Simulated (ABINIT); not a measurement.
Entries from a set of simulations; values are calculated unless marked as measured.

```json
{"subject": "GaP (F-43m): a self-consistent loop beyond G0W0, cycle by cycle", "lattice_ang": [[0.0, 2.7252, 2.7252], [2.7252, 0.0, 2.7252], [2.7252, 2.7252, 0.0]], "atoms": [["Ga", 0.0, 0.0, 0.0], ["P", 0.25, 0.25, 0.25]], "method": "RPA screening on PBE, plane waves, norm-conserving pseudopotentials (and 3 further levels or steps)", "program": "ABINIT 10.8.3", "settings": "cutoff 36 Ha, PseudoDojo scalar-relativistic 0.4.1 standard, norm-conserving, ngkpt (4, 4, 4), nband 46, ecuteps 3.9 Ha, inclvkb 2, shiftk (0, 0, 0), frequency ppm, 4×4×4 k-mesh", "cost": "6 runs, 91 s in all on 4 MPI ranks of Intel Xeon 6975P-C (Granite Rapids), shared host", "notes": "The cell and positions come from the Crystallography Open Database and are kept as given unless a step says otherwise. Limits: no spin-orbit coupling. The first cycle of evGW0 takes the full correction, without the factor Z, so it overshoots the one-shot value. The 4×4×4 mesh is coarse for this cell, which bears on the long-range parts of exchange and screening. The norm-conserving file of at least one element keeps a d shell over frozen s and p shells of the same row. Exchange with those shells is missing from the self-energy, an error of 0.3 to 0.9 eV in cases checked, whose sign depends on which edge lies on those atoms.", "results": {"g0w0": "2.014 eV", "evgw0_cycle_1": "2.107 eV", "evgw0_cycle_2": "2.079 eV", "evgw0_cycle_3": "2.079 eV", "known_limits": "short of the basis limit; exchange with frozen shells missing; no spin-orbit coupling; coarse k mesh"}}
```

[Long decimals in the printed logs are rounded to 6 places.]

[Logs are printed without paths, hosts, clocks, repeated set-up lines and the standing remarks that a program may print on its own settings, such as how far it seeks lower states.]

[Paths, hosts, dates, memory and timing lines, banners, echoed tables and standing remarks are left out of the program output; an Ansatz launch command may be rebuilt from the run's recorded settings. Measured values are a selection of at most five: reports struck by readers or far from the other reports are left out. None is set beside runs whose start may be inverted or whose files or cutoffs have a known fault.]

[Runs of the session that timed out or met a known fault of the program may be left out.]

[Hosts, paths, dates, database ids (printed as entryN), source tags and the programs' standing remarks are cut or masked in the printed files.]

[G0W0 gaps are taken among the corrected bands and points alone; a level outside them can change the order at an edge.]

[Where Ansatz stands beside ABINIT at settings called matched, ABINIT's density can come from a denser mesh and the files from another edition; pairs whose starting gaps differed by over 0.03 eV were left out, so agreement reads better than it is.]
